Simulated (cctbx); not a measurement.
# Which space group?

Cell: a = 10.2760 Å, b = 10.2760 Å, c = 10.2760 Å, α = 90.00°, β = 90.00°, γ = 90.00°. Expected content of the cell: Ba12 Cr4 S24.

The data are simulated with cctbx, not measured: Mo Kα, λ = 0.71073 Å, to d = 0.8 Å, 95 % of the full sphere, strongest reflection 20000 counts, noise from counting, a 2 % proportional error and a noise floor of 2 counts (s.d.); no absorption.

Tests on the unmerged data give:

```text
8380 reflections to d = 0.802 A
centring   violations  <I/sigma> of those
    A          0 of  4180     -0.0
    B          0 of  4172     -0.0
    C          0 of  4188     -0.0
    I        835 of  4190      2.9
    R       1202 of  5541      4.6
    F          0 of  6270     -0.0
Laue class    unique    Rint  (classes that these axes allow; Friedel mates merged)
F m m m           334   0.022
F m -3            116   0.023
F m -3 m           83   0.023
space group    extra absences  I>4sigma  <I/sigma>
F 4 3 2                 0          0         -  acentric
F -4 3 m                0          0         -  acentric
F m -3 m                0          0         -  centric
Wilson B = 0.80 A^2   <|E^2-1|> = 0.846 (0.968 centric, 0.736 acentric)   E^2>4: 0.0 %
shell (A)         n   <I/sigma>
 5.93 - 1.45     19     87.7
 1.45 - 1.16     15     84.1
 1.16 - 1.01     12     90.6
 1.01 - 0.92     12     94.1
 0.92 - 0.85     13     84.3
 0.85 - 0.80     12     79.0
```

Q: Read the symmetry from these tables.

The reflections that A, B, C and F centring forbids are absent (⟨I/σ⟩ near 0), so the lattice is F. F holds A, B and C together.

Rint stays low (0.022) up to F m -3 m, the highest class in these axes.

3 settings pass the absence test. No glide or screw absences show, which leaves F 4 3 2, F -4 3 m and F m -3 m.

⟨|E²−1|⟩ = 0.846 lies between the two ideal values. The Wilson B of 0.80 Å² means U ≈ 0.0101 Å².

The true group is Fm-3m (no. 225), Laue class m-3m, centrosymmetric. The tables only narrow the choice to the tied entries; cell content, site symmetry and trial solutions must settle it.

The model is made up (kin elements in a known structure type, no relaxation), so it says nothing on whether the phase exists.

[Logs are printed without paths, hosts, clocks, repeated set-up lines and the standing remarks that a program may print on its own settings, such as how far it seeks lower states.]
